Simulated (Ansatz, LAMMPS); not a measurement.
# Settings and their price: Li+ BF4- in acetonitrile and dimethyl sulfoxide at 350 K (156 atoms)

Density of this cell: 1.04 g/cm³. The cell holds 156 atoms: 36 C, 9 S, 9 O, 81 H, 9 N, 2 B, 8 F and 2 Li. Its edges and angles: a = 12.645 Å, b = 12.645 Å, c = 12.645 Å, α = 90.0°, β = 90.0°, γ = 90.0°. 9 acetonitrile, 9 dimethyl sulfoxide, 2 Li+, 2 BF4- placed at random, at 1.03 g/cm³; overlaps pushed apart, then 10 ps at 550 K with stiff harmonic cages for PF6 and BF4 with UFF radii; Joung-Cheatham ions (J. Phys. Chem. B 112, 9020 (2008)); MMFF94 bonds, angles, torsions, charges and radii (Halgren, J. Comput. Chem. 17, 490 (1996)) in harmonic and 12-6 forms; charges of ions scaled by 0.8. Snapshot after 30 ps at 350 K and fixed volume.

Geometry: as built.

Reference run: Kohn-Sham DFT, PBE+D3(BJ), PAW (set soft_2), plane waves (Ansatz 0.2.0), cutoff 750 eV, Γ point, gaussian smearing of 0.025 eV.

* r.m.s. force component: 0.9387 eV/Å
* gap (highest filled to lowest empty level): 3.733 eV
* SCF cycles: 12
* time: 36 s on 4 threads of Arm Neoverse V2, shared host

**Question.** The same geometry is run again with each of these changes. How far do the results move, and how long does each run take?
- support functions medium
- support functions low
- support functions medium, radius 3.51 Å
- support functions medium, radius 3.8 Å
- support functions medium, radius 4.05 Å
- support functions medium, radius 4.34 Å
- support functions medium, radius 4.88 Å

Each row is set against the run with plane waves at 750 eV (Kohn-Sham DFT, PBE+D3(BJ), PAW (set soft_2), plane waves; r.m.s. force component 0.939 eV/Å). Energies are set beside the reference only for runs with its functional, potentials and electron count. Times are for 4 threads of Arm Neoverse V2, shared host.

```csv
run,"Δ force, r.m.s. (meV/Å)",share of r.m.s. force (%),Δ energy (meV/atom),Δ gap (eV),cycles,time,host memory (GiB)
reference,-,-,-,-,12,36 s,5.4
support functions medium,0.735,0.0783,-0.439,-5.0e-4,16,2.1 min,5.1
support functions low,0.848,0.0904,-0.437,-0.0013,14,1.8 min,4.6
"support functions medium, radius 3.51 Å",0.784,0.0835,-0.439,-5.0e-4,16,2 min,5.0
"support functions medium, radius 3.8 Å",0.726,0.0773,-0.439,-4.0e-4,16,2.3 min,5.4
"support functions medium, radius 4.05 Å",0.683,0.0728,-0.439,-3.0e-4,16,2.9 min,5.8
"support functions medium, radius 4.34 Å",0.634,0.0676,-0.439,-2.0e-4,16,3.5 min,6.4
"support functions medium, radius 4.88 Å",0.608,0.0647,-0.439,-3.0e-4,16,5.4 min,7.0
```

Among numerical settings the force difference runs from 0.61 meV/Å (support functions medium, radius 4.88 Å) to 0.85 meV/Å (support functions low). At 156 atoms the fastest of the runs at a preset level, support functions low, takes 3.1 times the time of plane waves, in 14 SCF cycles against 12. Differences between support functions and plane waves include what basis error the plane-wave run still has. As the radius goes from 3.51 to 4.88 Å, the force difference goes from 0.78 to 0.61 meV/Å, and the time from 2 min to 5.4 min. 

[Logs are printed without paths, hosts, clocks, repeated set-up lines and the standing remarks that a program may print on its own settings, such as how far it seeks lower states.]

[Hosts, paths, dates, database ids (printed as entryN), source tags and the programs' standing remarks are cut or masked in the printed files.]

[The MMFF94 radii named for the starting cell were scaled by 0.96; in molecules described by MMFF94, hydrogen bound to N, O or S took a small fixed 12-6 site in their place.]
